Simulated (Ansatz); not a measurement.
In doubt: one-shot GW on d or f shells is unsure (in some of the runs), so the values of those runs are not to be relied on.

System: AgCl (Fm-3m).

Symmetry: Fm-3m, No. 225, cubic system. The conventional cell has a = 5.545 Å, b = 5.545 Å, c = 5.545 Å, α = 90.00°, β = 90.00°, γ = 90.00°. Nearest to Ag lie 6 Cl at 2.77 Å. Cl has 6 Ag at 2.77 Å nearest. Farther neighbours and most contacts between anions are not listed.

```
Ag Cl
1.0
     0.00000    2.77266    2.77266
     2.77266    0.00000    2.77266
     2.77266    2.77266    0.00000
Ag Cl
1 1
Cartesian
  0.0000 0.0000 0.0000
  2.7727 2.7727 2.7727
```

The cell and positions are those that the Materials Project relaxed with its own functionals (PBE, PBE+U or r2SCAN), kept fixed. PAW set soft_2, made with PBE.

Gaps computed with Ansatz 0.2.0 without a self-energy: LDA 0.61 eV, PBE 0.91 eV, PBE+SOC 0.87 eV, r2SCAN 1.48 eV, PBE0 3.12 eV and DDH-PBE0 2.63 eV. The mean ε∞ by PBE perturbation theory is 5.10.

Q: What gap should G0W0 on PBE give (6×6×6 mesh, 273 empty bands, screening to 200 eV, default PAW files)?

About 2.09 eV: on its mesh the run moves the gap from 0.91 eV by +1.17 eV. Among the scalar-relativistic levels given, DDH-PBE0 is nearest (+0.54 eV). One-shot corrections scale roughly with one over ε∞, here 0.20. Spin-orbit coupling is not in that value; its −0.04 eV at the PBE level would bring it to about 2.04 eV. Bands and cutoff are finite, so the gap is not at the basis limit. The miss can reach some tenths of an eV and take either sign; the mesh is an error of its own. The 6×6×6 mesh is coarse for this cell (its supercell is 24 Å along the shortest edge). The RPA ε∞ on it, from the PBE start, is 4.95; such meshes misread the long-range screening, most where the gap is narrow. A d shell, filled or nearly so, lies near the gap. One-shot GW converges very slowly in bands there, not always from below, and on a semilocal start the gap tends to come out low; starts rich in exact exchange can overshoot instead. The many-body steps are scalar-relativistic: spin-orbit coupling is not in them.

[Paths, hosts, dates, memory and timing lines, banners, echoed tables and standing remarks are left out of the program output.]

[Logs are printed without paths, hosts, clocks, repeated set-up lines and the standing remarks that a program may print on its own settings, such as how far it seeks lower states.]

[Runs of the session that timed out or met a known fault of the program may be left out.]

[Cells called generated may have been cut or substituted from an entry of the Crystallography Open Database or the Materials Project.]

[Hosts, paths, dates, database ids (printed as entryN), source tags and the programs' standing remarks are cut or masked in the printed files.]
